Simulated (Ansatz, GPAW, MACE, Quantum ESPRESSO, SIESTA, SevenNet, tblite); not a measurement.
**Other levels on glassy 80SiO2-20Li2O (mol %) (75 atoms)**

Density of this cell: 2.43 g/cm³. The cell holds 75 atoms: 20 Si, 10 Li and 45 O. Cell: a = 9.737 Å, b = 9.737 Å, c = 9.737 Å, α = 90.0°, β = 90.0°, γ = 90.0°. 75 atoms (20 Si, 10 Li, 45 O) placed at random at 2.26 g/cm³, melted at 4000 K for 10 ps at fixed volume with the Morse and Coulomb pair potential with partial charges (Pedone, Malavasi, Menziani, Cormack and Segre, J. Phys. Chem. B 110, 11780 (2006)). Quenched from 1800 K to 300 K at 20 K/ps and fixed volume, held 10 ps at zero pressure. Then every atom was moved at random, 0.02 Å r.m.s. a Cartesian component.

Geometry: as built.

The reference, a calculation:

* method: Kohn-Sham DFT, PBE, PAW, plane waves (Ansatz 0.2.0); cutoff 420 eV, Γ point, fermi-dirac smearing of 0.05 eV; PAW set soft_2
* r.m.s. force component: 1.532 eV/Å
* longest force: 8.067 eV/Å
* pressure: 6.754 GPa
* gap (highest filled to lowest empty level): 3.347 eV
* SCF cycles: 9
* time: 16 s on 4 threads of Arm Neoverse N1, shared host
* CPU time: 61 s

**Question.** The same geometry is run in other programs. How far does each lie from the reference, and what does it cost?
- GPAW PBE, LCAO dzp, h 0.18 Å (GPAW 26.7.0; 1 thread)
- MACE MP-0b2 small potential (MACE MP-0b2 small; 1 thread)
- SIESTA PBE, DZP, shift 0.01 Ry, mesh 500 Ry (SIESTA 5.4.2; 2 MPI ranks)
- GPAW PBE, LCAO dzp, h 0.22 Å (GPAW 26.7.0; 1 thread)
- MACE MPA-0 medium potential (MACE MPA-0 medium; 1 thread)
- GPAW PBE, LCAO dzp, h 0.18 Å, other mixer settings (GPAW 26.7.0; 2 MPI ranks)
- GPAW PBE, LCAO sz(dzp), h 0.18 Å (GPAW 26.7.0; 1 thread)
- SIESTA PBE, SZP, shift 0.01 Ry, mesh 500 Ry (SIESTA 5.4.2; 2 MPI ranks)
- SevenNet l3i5 potential (SevenNet l3i5; 1 thread)
- QE PBE+D3(BJ), sssp-1.3.0-efficiency, 60/480 Ry (Quantum ESPRESSO 7.5; 2 MPI ranks)

Differences are against the plane-wave reference, forces as r.m.s. over components; share is that over the reference's r.m.s. force, slope the least-squares factor from reference forces to these. Total energies of different programs have different zeros and aren't compared.

| run | Δ force, r.m.s. (meV/Å) | share (%) | slope | Δ pressure (GPa) | Δ gap (eV) | cores | CPU time | memory (GiB) |
| --- | --- | --- | --- | --- | --- | --- | --- | --- |
| reference | - | - | - | - | - | 4 | 61 s | 1.1 |
| GPAW PBE, LCAO dzp, h 0.18 Å | 351 | 22.9 | 1.159 | - | -0.153 | 1 | 3.7 min | 1.4 |
| MACE MP-0b2 small potential | 105 | 6.82 | 0.976 | 0.395 | - | 1 | 11 s | 0.67 |
| SIESTA PBE, DZP, shift 0.01 Ry, mesh 500 Ry | 440 | 28.7 | 1.179 | 4.30 | -0.133 | 2 | 11 min | 2.2 |
| GPAW PBE, LCAO dzp, h 0.22 Å (coarse) | 401 | 26.1 | 1.166 | - | -0.161 | 1 | 2.2 min | 0.76 |
| MACE MPA-0 medium potential | 80.4 | 5.25 | 1.006 | 0.37 | - | 1 | 13 s | 1.0 |
| GPAW PBE, LCAO dzp, h 0.18 Å, other mixer settings | 351 | 22.9 | 1.159 | - | -0.153 | 2 | 5.2 min | 1.5 |
| GPAW PBE, LCAO sz(dzp), h 0.18 Å (coarse) | 979 | 63.9 | 1.371 | - | -1.27 | 1 | 69 s | 1.1 |
| SIESTA PBE, SZP, shift 0.01 Ry, mesh 500 Ry (coarse) | 716 | 46.7 | 1.332 | 9.34 | -0.180 | 2 | 8.7 min | 2 |
| SevenNet l3i5 potential | 55.4 | 3.62 | 1.000 | 0.164 | - | 1 | 16 s | 1.4 |
| QE PBE+D3(BJ), sssp-1.3.0-efficiency, 60/480 Ry | 42.8 | 2.80 | 1.021 | -1.84 | 0.0121 | 2 | 12 min | 2.8 |

Rows marked coarse were listed beforehand as settings not expected to be converged; some can still land near the reference.

Times of the machine-learned potentials are mostly Python's start and the loading of weights.

CPU time is summed over cores on a shared host, where runs went side by side, so it is rough. Symmetry, cutoffs, thresholds, outputs and thread counts weren't matched or tuned between programs; memory under MPI is the largest rank's times the ranks.

The PBE runs in local orbitals, coarse settings apart, differ by 23 % (GPAW PBE, LCAO dzp, h 0.18 Å, other mixer settings) to 29 % (SIESTA PBE, DZP, shift 0.01 Ry, mesh 500 Ry); basis, grid and potentials can all enter. Machine-learned potentials differ by 3.6 % (SevenNet l3i5 potential) to 6.8 % (MACE MP-0b2 small potential); they were trained on other programs' data. Rows with another functional or a dispersion term differ by 2.8 % (QE PBE+D3(BJ), sssp-1.3.0-efficiency, 60/480 Ry), which mixes the change of model with differences of basis and potentials. Runs with settings chosen to be coarse differ by 26 % (GPAW PBE, LCAO dzp, h 0.22 Å) to 64 % (GPAW PBE, LCAO sz(dzp), h 0.18 Å), their programs' other errors included. Machine-learned potentials mimic data converged in k, so the reference's own k-point error enters their differences. The network of bonds at the start is that of the classical potential that made the cell, and needn't be the one that DFT or experiment would give. The electronic-structure runs sample only Γ, in a cell whose shortest periodic width is 10 Å.

[Hosts, paths, dates, database ids (printed as entryN), source tags and the programs' standing remarks are cut or masked in the printed files.]
